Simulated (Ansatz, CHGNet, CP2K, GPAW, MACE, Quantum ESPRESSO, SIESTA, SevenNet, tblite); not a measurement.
## GPAW on random packing of Ge88H12 (at. %) (106 atoms): settings against a plane-wave reference

Aim: run random packing of Ge88H12 (at. %) (106 atoms) in GPAW and see how near its forces come to a plane-wave reference, and at what cost.

Program: GPAW 26.7.0. Level of theory: the method is named at each step. Results are calculated unless marked as measured.

## 1. Starting point

The cell holds 106 atoms: 93 Ge and 13 H. Its edges and angles: a = 12.793 Å, b = 12.793 Å, c = 12.793 Å, α = 90.0°, β = 90.0°, γ = 90.0°. 106 atoms (93 Ge, 13 H) packed at random in a cube at 5.37 g/cm³ and pushed apart as soft spheres; a start for melting by ab initio MD, not an equilibrated structure. Then every atom was moved at random, 0.02 Å r.m.s. a Cartesian component (hydrogen 0.6 of that).

The yardstick, on the same geometry:

| Quantity | Value |
| --- | --- |
| method | Kohn-Sham DFT, PBE, PAW, plane waves (Ansatz 0.2.0); cutoff 420 eV, Γ point, fermi-dirac smearing of 0.05 eV; PAW set soft_2 |
| r.m.s. force component | 1.277 eV/Å |
| longest force | 5.402 eV/Å |
| pressure | 8.304 GPa |
| SCF cycles | 10 |
| time | 37 s on 8 threads of Arm Neoverse V2, shared host |
| CPU time | 4.7 min |

## 2. PBE, LCAO dzp, h 0.2 Å

Method: Kohn-Sham DFT, PBE, PAW, atomic orbitals (dzp).

Input file run.py:

```python
import numpy as np
from ase.io import read
from gpaw import GPAW, FermiDirac

atoms = read("structure.xyz")
atoms.calc = GPAW(
    mode="lcao",
    basis="dzp",
    h=0.2,
    xc="PBE",
    kpts={"size": (1, 1, 1), "gamma": True},
    occupations=FermiDirac(0.05),
    maxiter=200,
    symmetry={"point_group": False},
    txt="gpaw.txt",
)
energy = atoms.get_potential_energy(force_consistent=True)
forces = atoms.get_forces()
print(f"energy {energy:.6f} eV")
print("forces (eV/A)")
for i, (a, f) in enumerate(zip(atoms, forces)):
    print(f"{i:4d} {a.symbol:2s} {f[0]:10.5f} {f[1]:10.5f} {f[2]:10.5f}")
print(f"Fermi level {atoms.calc.get_fermi_level():.4f} eV")
for k in range(len(atoms.calc.get_ibz_k_points())):
    for s in range(atoms.calc.get_number_of_spins()):
        e = atoms.calc.get_eigenvalues(kpt=k, spin=s)
        n = np.searchsorted(e, atoms.calc.get_fermi_level())
        print(f"k {k} spin {s} levels about the Fermi level:", np.round(e[max(n - 6, 0):n], 4).tolist(), "|", np.round(e[n:n + 6], 4).tolist())
```

Input file structure.xyz:

```xyz
106
Lattice="12.79340 0.00000 0.00000 0.00000 12.79340 0.00000 0.00000 0.00000 12.79340" Properties=species:S:1:pos:R:3 pbc="T T T"
Ge 5.60210 2.70478 3.93666
Ge 8.15579 6.54165 2.96871
Ge 12.47484 0.00026 1.50489
Ge 11.83530 6.11716 1.58497
Ge 5.19118 12.16563 5.13310
Ge 7.31680 4.84563 9.15445
Ge 4.60383 10.66765 11.63214
Ge 1.11968 0.26700 7.73080
Ge 4.92763 1.55197 8.48215
Ge 3.23686 0.61306 6.99326
Ge 1.04906 9.23236 10.64078
Ge 4.92968 3.48300 10.48202
Ge 12.18853 10.80492 11.42770
Ge 12.17433 10.07659 9.13167
Ge 2.99353 0.93277 11.98435
Ge 9.97297 6.11934 7.20588
Ge 0.95247 12.44785 5.49694
Ge 3.74744 5.17403 7.91451
Ge 8.08530 12.61800 6.14045
Ge 10.08990 1.30467 5.86283
Ge 3.66787 9.10417 6.34130
Ge 6.44429 6.63977 5.28060
Ge 8.88681 11.82123 12.46307
Ge 11.41517 12.75041 9.81574
Ge 5.98885 5.03625 0.69826
Ge 8.25469 1.31682 12.67698
Ge 3.61183 6.53947 3.50501
Ge 6.70656 12.05752 0.45314
Ge 9.64047 3.34535 9.98538
Ge 3.11686 1.29789 3.77955
Ge 9.65787 3.96224 1.83227
Ge 10.94603 2.08174 12.56824
Ge 4.49266 12.09744 8.88655
Ge 5.02256 4.55790 6.02825
Ge 8.85610 9.53991 2.63685
Ge 5.25105 0.53144 11.55602
Ge 6.61496 9.21790 10.72189
Ge 11.01691 4.16528 3.93256
Ge 9.95160 12.69361 1.49849
Ge 12.66930 3.82100 10.10717
Ge 6.81799 10.42150 4.78345
Ge 11.75151 10.11510 1.76421
Ge 11.67091 1.31503 3.42569
Ge 2.75237 9.40481 1.69487
Ge 11.67769 2.08238 8.89896
Ge 4.44148 11.22902 1.88344
Ge 8.38786 7.73988 0.40734
Ge 8.07353 2.36051 7.19872
Ge 1.78775 4.10067 8.58872
Ge 4.21543 6.54600 0.62393
Ge 0.49063 0.67984 11.99113
Ge 3.18070 10.77473 4.29039
Ge 8.38262 2.11002 3.98399
Ge 8.78049 4.22886 4.93122
Ge 1.66161 5.63690 6.19124
Ge 7.09484 9.85987 1.16689
[... 46 atom lines left out ...]
H 1.24019 2.59796 1.59048
H 11.99407 7.43271 10.95384
H 5.45152 11.06501 7.06324
H 3.39127 8.67802 11.42387
```

On the command line:

```sh
> OMP_NUM_THREADS=1 python run.py > output.txt
```

The program printed:

```text
energy -365.736763 eV
forces (eV/A)
   0 Ge    0.25514   -0.93011    1.09669
   1 Ge    0.10339   -0.09037    0.09712
   2 Ge   -0.25519    0.71837   -1.29459
   3 Ge   -2.31750   -1.41506    0.36672
   4 Ge   -0.37037    1.12638    1.02573
   5 Ge   -0.13821   -2.10114   -2.46563
   6 Ge   -1.01179    0.00033    3.42830
   7 Ge   -2.55507   -1.48822    4.99463
   8 Ge   -1.01621    2.73144   -0.43181
   9 Ge    2.90593    0.36258   -2.41758
  10 Ge    2.83044   -1.96910   -0.66537
  11 Ge   -0.38701    0.31184   -0.52703
  12 Ge   -1.65166    1.95594    2.38119
  13 Ge   -1.27872   -0.22355   -3.11159
  14 Ge   -0.51070    1.99959    2.59665
  15 Ge   -2.11429    0.22167   -1.23398
  16 Ge   -0.66260    1.45392   -2.50864
  17 Ge    2.42291   -0.83090    1.90764
  18 Ge   -0.25242   -0.56644    0.17854
  19 Ge    0.99929   -0.40454   -0.51050
  20 Ge   -0.86856    0.64904   -0.21649
  21 Ge    1.83525    0.34398    0.16591
  22 Ge    1.92570   -2.45772   -2.50214
  23 Ge   -0.16219   -0.76617    0.65294
[...]
98 H     0.32342   -0.22811   -0.41486
  99 H     0.53229    0.44268   -0.06261
 100 H    -0.15672   -0.27500   -0.48013
 101 H     0.70213   -0.30211   -0.03222
 102 H     0.13329    0.00847    0.24367
 103 H     0.22026   -0.45449    0.70989
 104 H    -0.16605    0.35363   -0.71783
 105 H     0.03911    0.42701   -0.14915
Fermi level 6.0273 eV
k 0 spin 0 levels about the Fermi level: [5.758, 5.8359, 5.8479, 5.903, 5.9757, 5.9887] | [6.0391, 6.0518, 6.0868, 6.1481, 6.1784, 6.2435]
```

gpaw.txt:

```text
Input parameters:
  mode=LCAO(),
  basis={'default': 'dzp'},
  h=0.2,
  kpts=MonkhorstPack(size=(1, 1, 1), gamma=True),
  maxiter=200,
  occupations=Occupations(name='fermi-dirac', width=0.05, fixmagmom=False),
  symmetry=Symmetry(point_group=False),
  xc=XC(name='PBE')
Unit cell  # Å
| periodic |         x |         y |         z |   lengths |    angles |
|----------|-----------|-----------|-----------|-----------|-----------|
|      yes | 12.793400 |  0.000000 |  0.000000 | 12.793400 | 90.000000 |
|      yes |  0.000000 | 12.793400 |  0.000000 | 12.793400 | 90.000000 |
|      yes |  0.000000 |  0.000000 | 12.793400 | 12.793400 | 90.000000 |
Number of symmetries: 1
Symmetry operations  # r_c * U_cc + t_c -> r_c
|   | kind |            matrix            |
|---|------|------------------------------|
| 0 |  E   |  1, 0, 0,  0, 1, 0,  0, 0, 1 |
BZ-sampling:
  Number of BZ points: 1
  Number of IBZ points: 1
  Monkhorst-Pack size: [1, 1, 1]
  Monkhorst-Pack shift: [0, 0, 0]
[... lines left out ...]
  Fermi-Dirac:
[... lines left out ...]
    Stencil: 6*3+1=19 point O(h^6) finite-difference Laplacian
xc functional:
  name: PBE with 2 nearest neighbor stencil
interpolation: tri-quintic # 5. degree polynomial
Initialization done in: 11.081 s
convergence criteria:
- Maximum [total energy] change in last 3 cyles: 0.0005 eV / valence electron
- Maximum integral of absolute [dens]ity change: 0.0001 electrons / valence electron
- Maximum integral of absolute [eigenst]ate change: 4e-08 eV^2 / valence electron
maximum number of iterations: 200
SCF iterations
|iter     |      energy | eigst |  dens |
|---------|-------------|-------|-------|
|iter:   1| -369.415464 |      c|       |
|iter:   2| -368.398674 |      c| -1.15 |
|iter:   3| -377.016310 |      c| -1.19 |
|iter:   4| -374.298081 |      c| -1.10 |
[...]
|iter:   8| -365.569011 |      c| -1.70 |
|iter:   9| -365.589708 |      c| -2.29 |
|iter:  10| -365.528123c|      c| -2.23 |
|iter:  11| -365.524786c|      c| -2.71 |
|iter:  12| -365.522703c|      c| -2.90 |
[...]
|iter:  16| -365.522160c|      c| -3.74 |
|iter:  17| -365.522127c|      c| -3.74 |
|iter:  18| -365.522128c|      c| -4.03c|
Converged in 18 steps
SCF loop duration: 284.737 s (15.819 s/step)
Energy contributions relative to reference atoms: (reference = -5310242.692392)
Energy contributions:
  Kinetic:        1846.861413
  Coulomb:       -1643.502184
  Zero:              0.764789
  External:          0.000000
  Xc:             -569.431511
  Entropy:          -0.429270
  Spinorbit:         0.000000
  ----------------------------
  Free energy:    -365.736763
  Extrapolated:   -365.522128
dipole moment: (99.195816, 97.003379, -48.663907)  # |e|*Ang
Fermi level: 6.027
Eigenvalues  # (at kpt = [0.000, 0.000, 0.000])
| band index |      eig [eV] | occ [0-2] |
|------------|---------------|-----------|
|          0 |        -8.136 |     2.000 |
|        ... |               |           |
|        184 |         5.685 |     1.998 |
|        185 |         5.710 |     1.996 |
[...]
|        199 |         6.307 |     0.007 |
|        ... |               |           |
|        234 |         7.802 |     0.000 |
Gap: 0.050 eV
Transition (v -> c):
  (s=0, k=0, n=191, [0.00, 0.00, 0.00]) -> (s=0, k=0, n=192, [0.00, 0.00, 0.00])
No difference between direct/indirect transitions
Force computation time: 36.080  # s
timing:  # [seconds]
  Total:  331.926  # ━━━━━━━━━━━━━━━━━━━━━━━━━━━━━━━━━━━━━━━━━━━━━━━━━━━━━━━━
  Init:    11.080  # ━━
  SCF:    284.737  # ━━━━━━━━━━━━━━━━━━━━━━━━━━━━━━━━━━━━━━━━━━━━━━━━
  Forces:  36.080  # ━━━━━━
```

It took 5.6 min on 1 thread of Arm Neoverse V2, shared host; peak memory 2 GiB.

Banners, paths, timers and routine set-up lines are dropped from the logs unmarked, and long logs keep their key lines alone; longer cuts are marked.

Compared with the plane-wave run:

```
r.m.s. force component                  : 1.453 eV/Å
r.m.s. difference of force components   : 184.3 meV/Å
longest difference of force vectors     : 764.6 meV/Å
force difference over r.m.s. force      : 14.43 %
slope of forces against the reference's : 1.136
correlation of force components         : 0.9991
```

Length of the force difference by element (eV/Å):

| element | atoms | mean | most |
| --- | --- | --- | --- |
| Ge | 93 | 0.30 | 0.76 |
| H | 13 | 0.025 | 0.061 |

The surroundings of H105, picked at random, nearest first, numbered as they follow in the input and with coordinates relative to it.

| atom | x | y | z | distance (Å) | Fx | Fy | Fz (eV/Å) |
| --- | --- | --- | --- | --- | --- | --- | --- |
| H105 | 0.00 | 0.00 | 0.00 | 0.00 | -0.17 | 0.35 | -0.72 |
| Ge5 | -0.26 | 1.10 | -1.93 | 2.24 | -0.37 | 1.13 | 1.03 |
| Ge33 | -0.96 | 1.03 | 1.82 | 2.30 | 1.54 | -0.78 | -1.11 |
| Ge41 | 1.37 | -0.64 | -2.28 | 2.73 | 1.02 | -1.15 | -0.22 |
| Ge21 | -1.78 | -1.96 | -0.72 | 2.75 | -0.87 | 0.65 | -0.22 |
| Ge87 | -1.06 | -1.21 | 2.41 | 2.90 | -0.80 | -2.65 | -1.77 |
| Ge19 | 2.63 | 1.55 | -0.92 | 3.19 | -0.25 | -0.57 | 0.18 |
| Ge10 | -2.21 | 2.34 | -0.07 | 3.22 | 2.91 | 0.36 | -2.42 |
| Ge52 | -2.27 | -0.29 | -2.77 | 3.60 | 2.12 | 1.73 | 0.71 |
| Ge9 | -0.52 | 3.28 | 1.42 | 3.61 | -1.02 | 2.73 | -0.43 |

Atoms are counted from 1 here, from 0 in the log.

Forces lie 14 % from the reference's, at 1.2 times its CPU time (on 1 against 8 cores).

The difference per atom is largest on Ge (0.30 eV/Å on average, against 0.025 on H).

## 3. PBE, LCAO dzp, h 0.15 Å

Method: Kohn-Sham DFT, PBE, PAW, atomic orbitals (dzp).

Changes to run.py since step 2:

```diff
@@ -3,2 +3,3 @@
 from gpaw import GPAW, FermiDirac
+from ase.parallel import parprint as print
 
@@ -8,3 +9,3 @@
     basis="dzp",
-    h=0.2,
+    h=0.15,
     xc="PBE",
```

structure.xyz is that of step 2.

On the command line:

```sh
> OMP_NUM_THREADS=1 mpirun -np 2 gpaw python run.py > output.txt
```

The program printed:

```text
energy -366.617138 eV
forces (eV/A)
   0 Ge    0.25474   -0.92866    1.09871
   1 Ge    0.09768   -0.09199    0.07995
   2 Ge   -0.25968    0.71661   -1.30115
   3 Ge   -2.32793   -1.41358    0.37169
   4 Ge   -0.35946    1.11846    1.00757
   5 Ge   -0.13471   -2.11798   -2.44623
   6 Ge   -1.01113    0.00440    3.42068
   7 Ge   -2.56178   -1.49229    4.99502
   8 Ge   -1.01533    2.74282   -0.42212
   9 Ge    2.91895    0.37758   -2.42341
  10 Ge    2.82548   -1.93921   -0.66035
  11 Ge   -0.38042    0.29622   -0.54212
[...]
101 H     0.71371   -0.30257   -0.02156
 102 H     0.13570    0.00930    0.24249
 103 H     0.21934   -0.46854    0.73235
 104 H    -0.15441    0.35242   -0.71191
 105 H     0.03610    0.43121   -0.15301
Fermi level 6.0271 eV
k 0 spin 0 levels about the Fermi level: [5.7578, 5.8357, 5.8478, 5.9028, 5.9755, 5.9885] | [6.0389, 6.0516, 6.0866, 6.1479, 6.1781, 6.2432]
```

gpaw.txt:

```text
Input parameters:
  mode=LCAO(),
  basis={'default': 'dzp'},
  h=0.15,
  kpts=MonkhorstPack(size=(1, 1, 1), gamma=True),
  maxiter=200,
  occupations=Occupations(name='fermi-dirac', width=0.05, fixmagmom=False),
  symmetry=Symmetry(point_group=False),
  xc=XC(name='PBE')
[... lines left out ...]
  Fermi-Dirac:
[... lines left out ...]
convergence criteria:
- Maximum [total energy] change in last 3 cyles: 0.0005 eV / valence electron
[... lines left out ...]
Converged in 18 steps
[... lines left out ...]
  Free energy:    -366.617138
[... lines left out ...]
dipole moment: (98.945979, 96.835945, -48.330908)  # |e|*Ang
Fermi level: 6.027
Eigenvalues  # (at kpt = [0.000, 0.000, 0.000])
| band index |      eig [eV] | occ [0-2] |
|------------|---------------|-----------|
|          0 |        -8.136 |     2.000 |
|        ... |               |           |
|        184 |         5.685 |     1.998 |
|        185 |         5.710 |     1.996 |
[...]
|        199 |         6.307 |     0.007 |
|        ... |               |           |
|        234 |         7.801 |     0.000 |
Gap: 0.050 eV
Transition (v -> c):
  (s=0, k=0, n=191, [0.00, 0.00, 0.00]) -> (s=0, k=0, n=192, [0.00, 0.00, 0.00])
No difference between direct/indirect transitions
Force computation time: 39.393  # s
```

It took 6 min on 2 MPI ranks; peak memory 4.6 GiB; 12 min of CPU time.

Numbers from this run, and their distance from the reference:

```
r.m.s. force component                          : 1.453 eV/Å
r.m.s. difference of force components           : 183.5 meV/Å
longest difference of force vectors             : 781.8 meV/Å
force difference over r.m.s. force              : 14.37 %
slope of forces against the reference's         : 1.136
correlation of force components                 : 0.9992
energy less the same-level run's                : -8.305 meV/atom
r.m.s. force difference from the same-level run : 8.413 meV/Å
```

Against the first run (14 %), the force difference from the reference is 14 %, at 2.1 times the CPU time (on 2 against 1 cores): the change moves forces by 8.4 meV/Å r.m.s., so most of the difference comes from elsewhere.

The difference per atom is largest on Ge (0.30 eV/Å on average, against 0.025 on H).

## 4. All runs compared

Differences are against the plane-wave reference, forces as r.m.s. over components; share is that over the reference's r.m.s. force, slope the least-squares factor from reference forces to these. Total energies of different programs have different zeros and aren't compared.

| run | Δ force, r.m.s. (meV/Å) | share (%) | slope | cores | CPU time | memory (GiB) |
| --- | --- | --- | --- | --- | --- | --- |
| reference | - | - | - | 8 | 4.7 min | 3.9 |
| GPAW PBE, LCAO dzp, h 0.2 Å | 184 | 14.4 | 1.136 | 1 | 5.6 min | 2.0 |
| GPAW PBE, LCAO dzp, h 0.15 Å | 184 | 14.4 | 1.136 | 2 | 12 min | 4.6 |

CPU time is summed over cores on a shared host, where runs went side by side, so it is rough. Symmetry, cutoffs, thresholds, outputs and thread counts weren't matched or tuned between programs; memory under MPI is the largest rank's times the ranks.

Within one program, basis, potentials and functional, energies share a zero. Each run against its twin at the usual cutoff or grid and solver:

| run | twin | Δ energy (meV/atom) | Δ force, r.m.s. (meV/Å) | CPU time over the twin's |
| --- | --- | --- | --- | --- |
| GPAW PBE, LCAO dzp, h 0.15 Å | LCAO dzp, h 0.2 Å | -8.31 | 8.41 | 2.1 (this twin ran on 1 cores) |

## 5. Outcome

```yaml
nearest_in_forces: a tie at 14 % of 2 runs: GPAW PBE, LCAO dzp, h 0.2 Å; GPAW PBE, LCAO dzp, h 0.15 Å
```

In words: The PBE runs in local orbitals differ by 14 % in each run; basis, grid and potentials can all enter. None of the electronic-structure runs in the table takes under half the reference's CPU time of 4.7 min; they take 1.2 to 2.5 times as much. GPAW PBE, LCAO dzp, h 0.2 Å stiffens the forces by a factor of 1.14 while following their directions (correlation 0.999); the slopes of the 2 GPAW runs lie between 1.14 and 1.14; the difference isn't even, but is largest on one element. The potentials hold different valence shells: 1315 electrons in the reference, 385 in GPAW; this bears on time and differences. GPAW's setups keep the filled d shell of Ge in the core. The electron count is odd in these runs, and they have no spin polarisation, so the unpaired electron is spread evenly over both spins. The reference's pressure of 8.3 GPa belongs to a cell and atoms that aren't relaxed at this level. The electron count is odd and the run has no spin polarisation, so levels at the top are partly filled by construction. The electronic-structure runs sample only Γ, in a cell whose shortest periodic width is 13 Å, which is coarse for a cell with partly filled levels.

[Also dropped from logs without a mark: logging warnings of Python, and SIESTA's first energy breakdown and zero terms.]

[Logs are printed without paths, hosts, clocks, repeated set-up lines and the standing remarks that a program may print on its own settings, such as how far it seeks lower states.]

[Hosts, paths, dates, database ids (printed as entryN), source tags and the programs' standing remarks are cut or masked in the printed files.]
